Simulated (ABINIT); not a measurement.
# AlGaN2 (P3m1): G0W0 in ABINIT against the plane-wave cutoff, part 2 of 2

Wanted: the cheapest plane-wave cutoff that holds the gap of AlGaN2 (P3m1).

ABINIT 10.8.3; LDA and many-body steps on it, plane waves. Known limits of the many-body steps: not at the basis limit; exchange with frozen shells missing; no spin-orbit coupling; coarse k mesh.

So far. Step 5 (Empty states on the mesh, 3×3×2 mesh, 34 bands): On this mesh the gap is 2.921 eV. Step 6 (Screening, 3×3×2 mesh, 30 bands, screening to 106.1 eV): Local fields lower ε∞ by 7 %. On a Γ-centred mesh this coarse the value itself is usually too large, while a short band sum pulls it down.

## Step 8: Screening, 3×3×2 mesh, 30 bands, screening to 106.1 eV

This step: RPA screening on LDA, plane waves, norm-conserving pseudopotentials.

Contents of run.abi:

```
acell 3*1.0 Angstrom
rprim 
  3.145282644058 -0.000000000015 0.000000000000
  -1.572641322016 2.723894671844 0.000000000000
  0.000000000000 0.000000000000 5.096893730000
ntypat 3
znucl 13 31 7
natom 4
typat 1 2 3 3
xred 
  0.000000000000 0.000000000000 0.999263770000
  0.666666666667 0.333333333333 0.497174210000
  0.666666666667 0.333333333333 0.111803640000
  0.000000000000 0.000000000000 0.628158390000
pp_dirpath "pseudos"
pseudos "Al.upf, Ga.upf, N.upf"
ecut 29
ngkpt 3 3 2
nshiftk 1
shiftk 0 0 0
kptopt 1
chksymbreak 0
istwfk *1
occopt 1
irdwfk 1
optdriver 3
nband 30
ecuteps 3.9
inclvkb 2
awtr 1
symchi 1
indata_prefix "in"
outdata_prefix "out"
tmpdata_prefix "tmp"
```

Run with:

```
$ OMP_NUM_THREADS=1 mpirun -n 4 abinit run.abi > log
```

Numbers of over 12 decimals in the logs are rounded to 6 here.

Log:

```text
.Version 10.8.3 of ABINIT. v10.8.2 released Aug 2026.

 Symmetries : space group P3 m 1 (#156); Bravais hP (primitive hexag.)
[... echo of the input left out ...]
== DATASET  1 ==================================================================
-   mpi_nproc: 4, omp_nthreads: 1 (-1 if OMP is not activated)

--- !DatasetInfo
iteration_state: {dtset: 1, }
dimensions: {natom: 4, nkpt: 6, mband: 30, nsppol: 1, nspinor: 1, nspden: 1, mpw: 2223, }
cutoff_energies: {ecut:  29.0, pawecutdg:  -1.0, }
electrons: {nelect:   2.60000000E+01, charge:   0.00000000E+00, occopt:   1.00000000E+00, tsmear:   1.00000000E-02, }

 SCREENING: Calculation of the susceptibility and dielectric matrices

 Based on a program developped by R.W. Godby, V. Olevano, G. Onida, and L. Reining.
 Incorporated in ABINIT by V. Olevano, G.-M. Rignanese, and M. Torrent.
.Using double precision arithmetic ; gwpc =  8

[... cell and pseudopotentials left out ...]
--------------------------------------------------------------------------------

 ==== K-mesh for the wavefunctions ====
 Number of points in the irreducible wedge :     6
[... list of points left out ...]
 Together with  6 symmetry operations and time-reversal symmetry
 yields    18 points in the full Brillouin Zone.

 ==== Q-mesh for the screening function ====
 Number of points in the irreducible wedge :     6
[... list of points left out ...]
 Together with  6 symmetry operations and time-reversal symmetry
 yields    18 points in the full Brillouin Zone.

 setmesh: FFT mesh size selected  =    18x   18x   32
          total number of points  =        10368

 vcoul_init : cutoff-mode = AUXILIARY_FUNCTION
 q-points for optical limit:   1
     1)      0.000010    0.000020    0.000030

- screening: taking advantage of time-reversal symmetry
- Maximum band index for partially occupied states nbvw = 13
- Remaining bands to be divided among processors   nbcw = 17
- Number of bands treated by each node ~4

 Number of electrons calculated from density =   26.0000; Expected =   26.0000
 average of density, n =  0.088231
 r_s =    1.3935
 omega_plasma =   28.6527 [eV]

 calculating chi0 at frequencies [eV] :
  1    0.000000E+00    0.000000E+00
  2    0.000000E+00    2.865274E+01

--------------------------------------------------------------------------------
  q-point number  1        q = ( 0.000000, 0.000000, 0.000000) [r.l.u.]
--------------------------------------------------------------------------------
[... chi0 elements left out ...]
 For q-point:  0.000010 0.000020 0.000030
  dielectric constant =   6.4670
  dielectric constant without local fields =   6.9578

  Average fulfillment of the sum rule on Im[epsilon] for q-point    1 :     25.38  [%]
[... wings left out ...]
  q-point number  2        q = ( 0.333333, 0.000000, 0.000000) [r.l.u.]
--------------------------------------------------------------------------------
[... chi0 elements left out ...]
  Average fulfillment of the sum rule on Im[epsilon] for q-point    2 :     33.48  [%]

 [... 4 further q-points ...]
```

It took 3.4 s on 4 MPI ranks of Arm Neoverse V2, shared host; peak memory 0.35 GiB.

This step gave:

* ε∞ with local fields, on this mesh, along the program's q direction: 6.467
* the same without local fields: 6.958
* plasma frequency: 28.65 eV
* plane waves in the screening matrix: 111

## Step 9: 29 Ha

The self-energy is evaluated for the states that the input lists, and the levels follow from it, in one-shot runs by the linearised quasiparticle equation.

This step: G0W0 on LDA, plane waves, norm-conserving pseudopotentials.

Changes to run.abi since step 8:

```diff
@@ -25,8 +25,15 @@
 irdwfk 1
-optdriver 3
+optdriver 4
 nband 30
+gwcalctyp 0
+ecutsigx 29
+symsigma 1
+nkptgw 1
+kptgw 
+  0.0000000000 0.0000000000 0.0000000000
+bdgw 
+  12 15
 ecuteps 3.9
-inclvkb 2
-awtr 1
-symchi 1
+irdscr 1
+ppmodel 1
 indata_prefix "in"
```

Log:

```text
.Version 10.8.3 of ABINIT. v10.8.2 released Aug 2026.

 Symmetries : space group P3 m 1 (#156); Bravais hP (primitive hexag.)
[... echo of the input left out ...]
== DATASET  1 ==================================================================
-   mpi_nproc: 4, omp_nthreads: 1 (-1 if OMP is not activated)

--- !DatasetInfo
iteration_state: {dtset: 1, }
dimensions: {natom: 4, nkpt: 6, mband: 30, nsppol: 1, nspinor: 1, nspden: 1, mpw: 2223, }
cutoff_energies: {ecut:  29.0, pawecutdg:  -1.0, }
electrons: {nelect:   2.60000000E+01, charge:   0.00000000E+00, occopt:   1.00000000E+00, tsmear:   1.00000000E-02, }

 SIGMA: Calculation of the GW corrections

 Based on a program developped by R.W. Godby, V. Olevano, G. Onida, and L. Reining.
 Incorporated in ABINIT by V. Olevano, G.-M. Rignanese, and M. Torrent.
.Using double precision arithmetic ; gwpc =  8

[... cell and pseudopotentials left out ...]
--------------------------------------------------------------------------------

 ==== K-mesh for the wavefunctions ====
 Number of points in the irreducible wedge :     6
[... list of points left out ...]
 Together with  6 symmetry operations and time-reversal symmetry
 yields    18 points in the full Brillouin Zone.

 ==== Q-mesh for screening function ====
 Number of points in the irreducible wedge :     6
[... list of points left out ...]
 Together with  6 symmetry operations and time-reversal symmetry
 yields    18 points in the full Brillouin Zone.

 vcoul_init : cutoff-mode = AUXILIARY_FUNCTION
 q-points for optical limit:   1
     1)      0.000010    0.000020    0.000030
 setmesh: FFT mesh size selected  =    25x   25x   48
          total number of points  =        30000

 Number of electrons calculated from density =   26.0000; Expected =   26.0000
[...]
number of k-points in IBZ                           6
 number of q-points in IBZ                           6
 number of symmetry operations                       6
 number of k-points in BZ                           18
 number of q-points in BZ                           18
 number of frequencies for dSigma/dE                 9
 frequency step for dSigma/dE [eV]                0.25
 number of omega for Sigma on real axis              0
 max omega for Sigma on real axis  [eV]           0.00
 zcut for avoiding poles [eV]                     0.10

 EPSILON^-1 parameters (SCR file):
 dimension of the eps^-1 matrix on file            111
 dimension of the eps^-1 matrix used               111
 number of plane-waves for wavefunctions          2189
 number of bands                                    30
 number of q-points in IBZ                           6
 number of frequencies                               2
 number of real frequencies                          1
 number of imag frequencies                          1

 matrix elements of self-energy operator (all in [eV])

 Perturbative Calculation

--- !SelfEnergy_ee
iteration_state: {dtset: 1, }
kpoint     : [   0.000,    0.000,    0.000, ]
spin       : 1
KS_gap     :    2.903
QP_gap     :    3.818
Delta_QP_KS:    0.915
data: !SigmaeeData |
     Band     E0 <VxcDFT>   SigX SigC(E0)      Z dSigC/dE  Sig(E)    E-E0       E
       12   5.396 -17.805 -21.170   4.099   0.795  -0.257 -17.222   0.584   5.979
       13   5.396 -17.805 -21.170   4.099   0.795  -0.257 -17.222   0.584   5.979
       14   8.299 -13.907  -9.030  -3.048   0.819  -0.221 -12.409   1.499   9.797
       15  10.866 -12.212  -6.715  -3.504   0.830  -0.205 -10.558   1.654  12.520

== END DATASET(S) ==============================================================
================================================================================

 -outvars: echo values of variables after computation  --------
           etotal      0.0000000000E+00
            nband          30
             nkpt           6
          spgroup         156
 [... the other variables as echoed above ...]

 Calculation completed.
```

Run time: 2.6 s. Hardware: 4 MPI ranks; peak memory 0.09 GiB; 9.9 s of CPU time.

This step gave:

- G0W0 gap on the points computed: 3.818 eV
- starting gap on the mesh: 2.903 eV
- k of the valence top: 0, 0, 0
- k of the conduction bottom: 0, 0, 0
- Z at the valence top: 0.795
- Z at the conduction bottom: 0.819
- least direct G0W0 gap on the computed points: 3.818 eV

The gap on the mesh goes from 2.90 eV to 3.82 eV, a correction of +0.91 eV.

## Step 10: Screening, 3×3×2 mesh, 30 bands, screening to 106.1 eV

This step: RPA screening on LDA, plane waves, norm-conserving pseudopotentials.

Changes to run.abi since step 9:

```diff
@@ -16,3 +16,3 @@
 pseudos "Al.upf, Ga.upf, N.upf"
-ecut 29
+ecut 36
 ngkpt 3 3 2
@@ -25,15 +25,8 @@
 irdwfk 1
-optdriver 4
+optdriver 3
 nband 30
-gwcalctyp 0
-ecutsigx 29
-symsigma 1
-nkptgw 1
-kptgw 
-  0.0000000000 0.0000000000 0.0000000000
-bdgw 
-  12 15
 ecuteps 3.9
-irdscr 1
-ppmodel 1
+inclvkb 2
+awtr 1
+symchi 1
 indata_prefix "in"
```

Log:

```text
.Version 10.8.3 of ABINIT. v10.8.2 released Aug 2026.

 Symmetries : space group P3 m 1 (#156); Bravais hP (primitive hexag.)
[... echo of the input left out ...]
== DATASET  1 ==================================================================
-   mpi_nproc: 4, omp_nthreads: 1 (-1 if OMP is not activated)

--- !DatasetInfo
iteration_state: {dtset: 1, }
dimensions: {natom: 4, nkpt: 6, mband: 30, nsppol: 1, nspinor: 1, nspden: 1, mpw: 3066, }
cutoff_energies: {ecut:  36.0, pawecutdg:  -1.0, }
[...]
--------------------------------------------------------------------------------
[... chi0 elements left out ...]
 For q-point:  0.000010 0.000020 0.000030
  dielectric constant =   6.4291
  dielectric constant without local fields =   6.9174

  Average fulfillment of the sum rule on Im[epsilon] for q-point    1 :     25.35  [%]
[... wings left out ...]
  q-point number  2        q = ( 0.333333, 0.000000, 0.000000) [r.l.u.]
--------------------------------------------------------------------------------
[... chi0 elements left out ...]
  Average fulfillment of the sum rule on Im[epsilon] for q-point    2 :     33.43  [%]

 [... 4 further q-points ...]
```

Run time: 4 s. Hardware: 4 MPI ranks; peak memory 0.42 GiB.

Numbers from this step:

* ε∞ with local fields, on this mesh, along the program's q direction: 6.429
* the same without local fields: 6.917
* plasma frequency: 28.65 eV
* plane waves in the screening matrix: 111

## Step 11: 36 Ha

This step: G0W0 on LDA, plane waves, norm-conserving pseudopotentials.

Changes to run.abi since step 10:

```diff
@@ -25,8 +25,15 @@
 irdwfk 1
-optdriver 3
+optdriver 4
 nband 30
+gwcalctyp 0
+ecutsigx 36
+symsigma 1
+nkptgw 1
+kptgw 
+  0.0000000000 0.0000000000 0.0000000000
+bdgw 
+  12 15
 ecuteps 3.9
-inclvkb 2
-awtr 1
-symchi 1
+irdscr 1
+ppmodel 1
 indata_prefix "in"
```

Log:

```text
.Version 10.8.3 of ABINIT. v10.8.2 released Aug 2026.

 Symmetries : space group P3 m 1 (#156); Bravais hP (primitive hexag.)
[... echo of the input left out ...]
== DATASET  1 ==================================================================
-   mpi_nproc: 4, omp_nthreads: 1 (-1 if OMP is not activated)

--- !DatasetInfo
iteration_state: {dtset: 1, }
dimensions: {natom: 4, nkpt: 6, mband: 30, nsppol: 1, nspinor: 1, nspden: 1, mpw: 3066, }
cutoff_energies: {ecut:  36.0, pawecutdg:  -1.0, }
[...]
13   5.381 -17.816 -21.198   4.102   0.795  -0.258 -17.243   0.573   5.954
       14   8.302 -13.907  -9.027  -3.047   0.819  -0.221 -12.406   1.501   9.803
       15  10.864 -12.213  -6.717  -3.502   0.830  -0.204 -10.558   1.655  12.519

== END DATASET(S) ==============================================================
================================================================================

 -outvars: echo values of variables after computation  --------
           etotal      0.0000000000E+00
            nband          30
             nkpt           6
          spgroup         156
 [... the other variables as echoed above ...]

 Calculation completed.
```

Elapsed: 2.8 s, on 4 MPI ranks; peak memory 0.1 GiB.

Numbers from this step:

```yaml
g0w0_gap_on_the_points_computed: 3.849 eV
starting_gap_on_the_mesh: 2.921 eV
k_of_the_valence_top: 0, 0, 0
k_of_the_conduction_bottom: 0, 0, 0
least_direct_g0w0_gap_on_the_computed_points: 3.849 eV
```

Against the run before, the gap moves by +0.031 eV.

## Step 12: Screening, 3×3×2 mesh, 30 bands, screening to 106.1 eV

This step: RPA screening on LDA, plane waves, norm-conserving pseudopotentials.

Changes to run.abi since step 11:

```diff
@@ -16,3 +16,3 @@
 pseudos "Al.upf, Ga.upf, N.upf"
-ecut 36
+ecut 45
 ngkpt 3 3 2
@@ -25,15 +25,8 @@
 irdwfk 1
-optdriver 4
+optdriver 3
 nband 30
-gwcalctyp 0
-ecutsigx 36
-symsigma 1
-nkptgw 1
-kptgw 
-  0.0000000000 0.0000000000 0.0000000000
-bdgw 
-  12 15
 ecuteps 3.9
-irdscr 1
-ppmodel 1
+inclvkb 2
+awtr 1
+symchi 1
 indata_prefix "in"
```

Log:

```text
.Version 10.8.3 of ABINIT. v10.8.2 released Aug 2026.

 Symmetries : space group P3 m 1 (#156); Bravais hP (primitive hexag.)
[... echo of the input left out ...]
== DATASET  1 ==================================================================
-   mpi_nproc: 4, omp_nthreads: 1 (-1 if OMP is not activated)

--- !DatasetInfo
iteration_state: {dtset: 1, }
dimensions: {natom: 4, nkpt: 6, mband: 30, nsppol: 1, nspinor: 1, nspden: 1, mpw: 4266, }
cutoff_energies: {ecut:  45.0, pawecutdg:  -1.0, }
[...]
--------------------------------------------------------------------------------
[... chi0 elements left out ...]
 For q-point:  0.000010 0.000020 0.000030
  dielectric constant =   6.4275
  dielectric constant without local fields =   6.9155

  Average fulfillment of the sum rule on Im[epsilon] for q-point    1 :     25.35  [%]
[... wings left out ...]
  q-point number  2        q = ( 0.333333, 0.000000, 0.000000) [r.l.u.]
--------------------------------------------------------------------------------
[... chi0 elements left out ...]
  Average fulfillment of the sum rule on Im[epsilon] for q-point    2 :     33.43  [%]

 [... 4 further q-points ...]
```

Elapsed: 5 s, on 4 MPI ranks; peak memory 0.44 GiB.

This step gave:

```
ε∞ with local fields, on this mesh, along the program's q direction : 6.428
the same without local fields                                       : 6.915
plasma frequency                                                    : 28.65 eV
plane waves in the screening matrix                                 : 111
```

## Step 13: 45 Ha

This step: G0W0 on LDA, plane waves, norm-conserving pseudopotentials.

Changes to run.abi since step 12:

```diff
@@ -25,8 +25,15 @@
 irdwfk 1
-optdriver 3
+optdriver 4
 nband 30
+gwcalctyp 0
+ecutsigx 45
+symsigma 1
+nkptgw 1
+kptgw 
+  0.0000000000 0.0000000000 0.0000000000
+bdgw 
+  12 15
 ecuteps 3.9
-inclvkb 2
-awtr 1
-symchi 1
+irdscr 1
+ppmodel 1
 indata_prefix "in"
```

Log:

```text
.Version 10.8.3 of ABINIT. v10.8.2 released Aug 2026.

 Symmetries : space group P3 m 1 (#156); Bravais hP (primitive hexag.)
[... echo of the input left out ...]
== DATASET  1 ==================================================================
-   mpi_nproc: 4, omp_nthreads: 1 (-1 if OMP is not activated)

--- !DatasetInfo
iteration_state: {dtset: 1, }
dimensions: {natom: 4, nkpt: 6, mband: 30, nsppol: 1, nspinor: 1, nspden: 1, mpw: 4266, }
cutoff_energies: {ecut:  45.0, pawecutdg:  -1.0, }
[...]
13   5.381 -17.816 -21.205   4.102   0.795  -0.258 -17.249   0.567   5.948
       14   8.302 -13.907  -9.028  -3.047   0.819  -0.221 -12.407   1.501   9.803
       15  10.864 -12.214  -6.719  -3.502   0.830  -0.205 -10.560   1.654  12.518

== END DATASET(S) ==============================================================
================================================================================

 -outvars: echo values of variables after computation  --------
           etotal      0.0000000000E+00
            nband          30
             nkpt           6
          spgroup         156
 [... the other variables as echoed above ...]

 Calculation completed.
```

Run time: 2.9 s. Hardware: 4 MPI ranks; peak memory 0.11 GiB; 11 s of CPU time.

Numbers from this step:

* G0W0 gap on the points computed: 3.855 eV
* starting gap on the mesh: 2.921 eV
* k of the valence top: 0, 0, 0
* k of the conduction bottom: 0, 0, 0
* least direct G0W0 gap on the computed points: 3.855 eV

Against the run before, the gap moves by +0.006 eV.

## Step 14: Side by side

Times are wall times on 4 MPI ranks of Arm Neoverse V2, shared host, good to a factor of about two. A run's time includes the screening step that it read.

| run | mesh | bands | screening cutoff (eV) | DFT gap (eV) | gap on the mesh (eV) | direct (eV) | ε∞ used | time |
| --- | --- | --- | --- | --- | --- | --- | --- | --- |
| 22 Ha | 3×3×2 | 30 | 106.1 | 2.830 | 3.716 | 3.716 | 6.71 | 5.7 s |
| 29 Ha | 3×3×2 | 30 | 106.1 | 2.903 | 3.818 | 3.818 | 6.47 | 6 s |
| 36 Ha | 3×3×2 | 30 | 106.1 | 2.921 | 3.849 | 3.849 | 6.43 | 6.8 s |
| 45 Ha | 3×3×2 | 30 | 106.1 | 2.921 | 3.855 | 3.855 | 6.43 | 7.9 s |

## Step 15: Results

- 22 Ha: 3.716 eV
- 29 Ha: 3.818 eV
- 36 Ha: 3.849 eV
- 45 Ha: 3.855 eV
- known limits: not at the basis limit; exchange with frozen shells missing; no spin-orbit coupling; coarse k mesh

In words: The setting moved: plane-wave cutoff. From 22 Ha to 45 Ha the gap moves by +0.14 eV. It holds to 0.03 eV from 36 Ha on. Bands and screening cutoff are coupled, so a series along one setting does not show full convergence. Bands and cutoff are finite, so the gap is not at the basis limit. The miss can reach some tenths of an eV and take either sign; the mesh is an error of its own. In the G0W0 runs levels were corrected at 1 k point alone, so a gap called «on the mesh» is the least over those, and an edge elsewhere would be missed. The 3×3×2 mesh is coarse for this cell, which bears on the long-range parts of exchange and screening. The norm-conserving file of at least one element keeps a d shell over frozen s and p shells of the same row. Exchange with those shells is missing from the self-energy, an error of 0.3 to 0.9 eV in cases checked, whose sign depends on which edge lies on those atoms. The many-body steps are scalar-relativistic: spin-orbit coupling is not in them.

[Paths, hosts, dates, memory and timing lines, banners, echoed tables and standing remarks are left out of the program output.]

[Logs are printed without paths, hosts, clocks, repeated set-up lines and the standing remarks that a program may print on its own settings, such as how far it seeks lower states.]

[Runs of the session that timed out or met a known fault of the program may be left out.]

[Hosts, paths, dates, database ids (printed as entryN), source tags and the programs' standing remarks are cut or masked in the printed files.]

[G0W0 gaps are taken among the corrected bands and points alone; a level outside them can change the order at an edge.]

[Where Ansatz stands beside ABINIT at settings called matched, ABINIT's density can come from a denser mesh and the files from another edition; pairs whose starting gaps differed by over 0.03 eV were left out, so agreement reads better than it is.]
